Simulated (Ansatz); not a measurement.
# Nb-Al-Nb stack of (111) layers: lattice stability ahead of a resistivity run

The plan: relax Nb-Al-Nb stack of (111) layers, check its phonons, and, if the lattice is stable, compute its Eliashberg function and ρ(T).

Program: Ansatz 0.2.0. Level of theory: DFT LDA, scalar-relativistic, plane waves, PAW; PAW set soft_1. Results are calculated unless marked as measured.

Most raw output is cut from this account.

## 1. The structure

The cell holds 3 atoms: 2 Nb and 1 Al. Its edges and angles: a = 2.864 Å, b = 2.864 Å, c = 15.677 Å, α = 90.0°, β = 90.0°, γ = 120.0°. Vacuum lies along c.

## 2. Relaxing cell and atoms

Lattice constant and positions set the bands and the force constants, so the cell is relaxed first.

File input.yaml:

```yaml
crystal:
  lattice:
    - [2.86378, 0.0, 0.0]
    - [-1.43189, 2.48011, 0.0]
    - [0.0, 0.0, 15.67654]
  atoms:
    - { symbol: Nb, position: [0.0, 0.0, 0.35084279] }
    - { symbol: Al, position: [0.33333333, 0.66666667, 0.5] }
    - { symbol: Nb, position: [0.66666667, 0.33333333, 0.64915721] }
  periodic: [true, true, false]
kpoints:
  mp_grid: { grid: [12, 12, 1] }
hamiltonian:
  xc: lda
  pseudopotentials: { kind: paw, azcp: { folder: soft_1 }, xc_functional: pbe }
scf:
  occupations: { method: gaussian, width: 0.1 }
output:
  forces: true
  stress: true
  eigenvalues: true
relax:
  adjacent_minimum: "off"
  f_tol: 0.005
  max_steps: 80
  cell: { stress_2d_tol: 0.02 }
```

Started as:

```
ansatz run input.yaml --threads 4 --pin off --max-ram 12288MiB --backend cpu --events-out ev --progress --plain --runs-dir out
```

Wall time 13 s (4 threads of Arm Neoverse V1, shared host); peak memory 0.51 GiB.

Step by step:

```csv
step,energy less that of the first step (eV),largest force component (eV/Å),volume (Å³)
1,0.0000,0.0666,235.47
2,-0.2029,0.2448,212.58
3,-0.2139,0.1056,214.91
4,-0.2158,0.0032,215.09
5,-0.2158,0.0001,214.96
6*,-0.2156,0.0002,214.96
```

Relaxation steps marked * repeat the geometry before them on a plane-wave basis chosen anew for their cell, so energy and pressure can jump there.

Forces are held to the 12 operations that the run works with; a distortion that breaks them can't arise in this run.

```csv
cell as run,before,after,change
a (Å),2.864,2.736,-4.5 %
b (Å),2.864,2.736,-4.5 %
```

The atoms that moved most (Å, along periodic axes as changes of fractional coordinates times the final cell, across vacuum about the mean position):

```csv
atom,dx,dy,dz,length
Nb3,0.000,0.000,0.043,0.043
Nb1,0.000,0.000,-0.043,0.043
```

The relaxed structure:

```xyz
3
Lattice="2.7362 0.0000 0.0000 -1.3681 2.3696 0.0000 0.0000 0.0000 33.1531" Properties=species:S:1:pos:R:3
Nb    0.0000    0.0000    5.4565
Al    0.0000    1.5797    7.8383
Nb    1.3681    0.7899   10.2200
```

Numbers from this step:

- metallic on mesh: yes
- gap on the k-mesh: 0 eV

The relaxation ends with a largest force component of 1.9e-4 eV/Å.

## 3. Relaxing tightly for phonons

Phonons are second derivatives about the minimum, so the remaining forces must be small: the thresholds are tightened.

input.yaml, the sections that differ from step 2:

```yaml
crystal:
  lattice:
    - [2.7361942553, 0.0, 0.0]
    - [-1.3680971276, 2.3696137347, 0.0]
    - [0.0, 0.0, 33.1530758754]
  atoms:
    - { symbol: Nb, position: [0.0, 0.0, 0.1645863622] }
    - { symbol: Al, position: [0.3333333333, 0.6666666667, 0.2364266299] }
    - { symbol: Nb, position: [0.6666666667, 0.3333333333, 0.3082668976] }
  periodic: [true, true, false]
scf:
  occupations: { method: methfessel_paxton, width: 0.2 }
relax:
  adjacent_minimum: "off"
  f_tol: 0.001
  max_steps: 60
  cell: { stress_2d_tol: 0.002 }
# kpoints, hamiltonian, output: as in step 2
```

It took 7.2 s on 4 threads; peak memory 0.5 GiB.

Little changed from the start: no atom moved by 0.005 Å and no cell edge by 0.1 %.

## 4. Phonons by linear response: q 2×2×1, k 6×6×1

Before any scattering is computed, the phonons show whether the structure is a minimum.

File input.yaml:

```yaml
crystal:
  lattice:
    - [2.7357215805, 0.0, 0.0]
    - [-1.3678607902, 2.3692043864, 0.0]
    - [0.0, 0.0, 33.1530758754]
  atoms:
    - { symbol: Nb, position: [0.0, 0.0, 0.1645891042] }
    - { symbol: Al, position: [0.3333333333, 0.6666666667, 0.2364266299] }
    - { symbol: Nb, position: [0.6666666667, 0.3333333333, 0.3082641556] }
  periodic: [true, true, false]
kpoints:
  mp_grid: { grid: [6, 6, 1] }
hamiltonian:
  xc: lda
  pseudopotentials: { kind: paw, azcp: { folder: soft_1 }, xc_functional: pbe }
scf:
  occupations: { method: methfessel_paxton, width: 0.2 }
output:
  eigenvalues: true
phonons:
  method: dfpt
  qmesh: [2, 2, 1]
  temperatures: { t_max: 1000, t_step: 50 }
  qpath:
    path:
      - [0.0, 0.0, 0.0]
      - [0.5, 0.0, 0.0]
      - [0.33333333, 0.33333333, 0.0]
      - [0.0, 0.0, 0.0]
    npoints: 10
```

Wall time 35 s (4 threads); peak memory 0.65 GiB; 2.1 min of CPU time.

Numbers from this step:

| Property | Result |
| --- | --- |
| share of imaginary modes in the plain interpolation between solved wavevectors | 0.0186 |
| highest frequency, solved or plainly interpolated | 332.6 cm⁻¹ |

Solved on the 2×2×1 mesh alone; all other wavevectors are interpolated. The phonon branches at the labelled points (cm⁻¹):

```csv
point,branch 1,branch 2,branch 3,branch 4,branch 5,branch 6,branch 7,branch 8,branch 9
Γ,-43,-43,0,0,0,133,138,138,307
halfway,19,36,105,136,150,160,179,248,300
M,40,55,164,171,197,204,214,285,333
halfway,91,102,169,174,188,194,242,284,321
K,136,156,156,157,184,184,285,289,289
halfway,52,61,125,150,153,165,197,264,297
Γ,-43,-43,0,0,0,133,138,138,307
```

Among the solved wavevectors the lowest mode, translations apart, is -43.2 cm⁻¹, imaginary.

## 5. Lattice stability: q 3×3×1, k 9×9×1

An imaginary mode on so few k-points may come from the sampling, so the phonons are repeated with another q and k mesh.

input.yaml, as its differences from that of step 4:

```diff
@@ -11,3 +11,3 @@
 kpoints:
-  mp_grid: { grid: [6, 6, 1] }
+  mp_grid: { grid: [9, 9, 1] }
 hamiltonian:
@@ -21,3 +21,3 @@
   method: dfpt
-  qmesh: [2, 2, 1]
+  qmesh: [3, 3, 1]
   temperatures: { t_max: 1000, t_step: 50 }
```

Elapsed: 1.8 min, on 4 threads; peak memory 0.8 GiB; 7.1 min of CPU time.

Numbers from this step:

* share of imaginary modes in the plain interpolation between solved wavevectors: 0.2852
* highest frequency, solved or plainly interpolated: 325.5 cm⁻¹

Solved on the 3×3×1 mesh alone; all other wavevectors are interpolated. The phonon branches at the labelled points (cm⁻¹):

```csv
point,branch 1,branch 2,branch 3,branch 4,branch 5,branch 6,branch 7,branch 8,branch 9
Γ,0,0,0,28,28,124,141,141,295
halfway,-85,-61,-45,27,65,115,177,247,288
M,-103,-75,-31,56,105,107,210,280,326
halfway,-135,-119,66,89,136,137,236,285,314
K,-158,-158,106,106,159,165,282,282,292
halfway,-83,-55,-12,57,64,96,194,261,286
Γ,0,0,0,28,28,124,141,141,295
```

Lowest modes at the softest wavevector of the mesh. The modes at q = (0.333, 0.333, 0.000) (shares of kinetic energy by element, %) (negative means imaginary):

```csv
mode,frequency (cm⁻¹),Nb %,Al %
1,-158.4,100,0
2,-158.4,100,0
3,106.3,100,0
4,106.3,100,0
5,159.3,100,0
6,165.0,89,11
```

Displacements in mode 2 (-158.4 cm⁻¹), the largest set to 1, in the home cell (x, y, z of the real part, then of the imaginary part):
```
Nb1 -0.04 -0.02  0.37 -0.02  0.04  0.19
Al2 -0.05  0.04  0.00  0.00 -0.03  0.00
Nb3  0.02  0.00 -1.00  0.00  0.02  0.07
```

Displacements in mode 4 (106.3 cm⁻¹), the largest set to 1, in the home cell (x, y, z of the real part, then of the imaginary part):
```
Nb1  0.87  0.50  0.00  0.50 -0.87  0.00
Al2 -0.03  0.02  0.00 -0.02 -0.03  0.00
Nb3  0.00  0.00 -0.09  0.00  0.00  0.00
```

The modes has structure finer than the step of the table below, so its rows give means over 20 cm⁻¹, whole bins alone (the curve runs from -168 to 345 cm⁻¹). Peaks (cm⁻¹: height): Al 209.1: 0.0178, 286.5: 0.0635; Nb -81.3: 0.0398, -61.9: 0.0328, -20.0: 0.0195, 34.9: 0.0330, 51.0: 0.0284, 99.4: 0.0423, 125.2: 0.0316.

Phonopy on the run's constants, 21x21x1 mesh, Gaussian sigma 3.7 cm⁻¹. Table of modes by wavenumber; means over each step; values in 1/cm⁻¹/cell:

```csv
wavenumber (cm⁻¹),Al,Nb
-140,4.4e-5,0.00877
-120,1.0e-4,0.0105
-100,1.8e-4,0.0135
-80,5.1e-4,0.0321
-60,6.8e-4,0.0256
-40,4.7e-4,0.0137
-20,7.8e-4,0.0167
0,1.5e-4,0.00196
20,5.5e-4,0.0120
40,7.4e-4,0.0260
60,7.7e-4,0.0272
80,1.6e-4,0.0210
100,4.1e-4,0.0357
120,5.1e-4,0.0265
140,0.00326,0.0126
160,0.00722,0.00629
180,0.00900,3.0e-4
200,0.0145,3.1e-4
220,0.0141,2.3e-4
240,0.00936,9.4e-5
260,0.00816,1.2e-4
280,0.0394,0.00350
300,0.0281,0.00162
320,0.0108,5.9e-5
```

No LO-TO term; unit eigenvectors of the mass-weighted matrix. Modes at Γ, with each element's share of the kinetic energy:

```csv
mode,frequency (cm⁻¹),symmetry,Nb %,Al %
1,0.0,unnamed,87,13
2,0.0,unnamed,87,13
3,0.0,unnamed,87,13
4,28.5,Eg,100,0
5,28.5,Eg,100,0
6,124.3,A1g,100,0
7,141.0,Eu,13,87
8,141.0,Eu,13,87
9,295.3,A2u,13,87
```

Displacements in mode 4 (28.5 cm⁻¹), the largest set to 1:
```
Nb1  0.25 -1.00  0.00
Al2  0.00  0.00  0.00
Nb3 -0.25  1.00  0.00
```

Displacements in mode 6 (124.3 cm⁻¹), the largest set to 1:
```
Nb1  0.00  0.00  1.00
Al2  0.00  0.00  0.00
Nb3  0.00  0.00 -1.00
```

Among the solved wavevectors the lowest mode, translations apart, is -158 cm⁻¹, imaginary.

## 6. Electron–phonon run: q 3×3×1, k 9×9×1, scattering 18×18×1

Phonons, couplings and the Boltzmann equation in one run.

input.yaml, as its differences from that of step 5:

```diff
@@ -30 +30,4 @@
     npoints: 10
+  electrical_resistivity:
+    mesh: [18, 18, 1]
+    temperatures: [20.0, 50.0, 77.0, 100.0, 150.0, 200.0, 300.0, 400.0, 600.0, 800.0]
```

Elapsed: 1.7 min, on 4 threads; peak memory 0.85 GiB.

The run ended with an error.

The program's message: “electrical resistivity: the mode of lowest frequency at the wavevector [0.3333, 0.3333, 0.0000] is imaginary, -158.36 cm⁻¹ (written negative): the force constants describe an unstable lattice; relax t …”

The run stops because a mode is imaginary on the scattering mesh, where no scattering rate is defined; denser k meshes, other smearings and, between solved wavevectors, finer q meshes show whether the instability is real.

## 7. Outcome

```
phonon run of the rows without a label of their own : LDA, q 3×3×1, k 9×9×1
softest mode on the q mesh                          : -158 cm⁻¹ at q = (0.333, 0.333, 0)
highest frequency, solved or plainly interpolated   : 326 cm⁻¹
```

The lattice is dynamically unstable at this level: a mode at q = (0.333, 0.333, 0) is imaginary, 158i cm⁻¹, so no harmonic coupling constant or resistivity is defined for this structure. These meshes are coarse, and single modes of a metal can move by tens of cm⁻¹ with the k mesh. The PAW files were made for PBE; under other functionals the run regenerates their frozen core. The structure was built by hand as an ordered model, and its stability against other phases was not tested.

[Logs are printed without paths, hosts, clocks, repeated set-up lines and the standing remarks that a program may print on its own settings, such as how far it seeks lower states.]

[Hosts, paths, dates, database ids (printed as entryN), source tags and the programs' standing remarks are cut or masked in the printed files.]
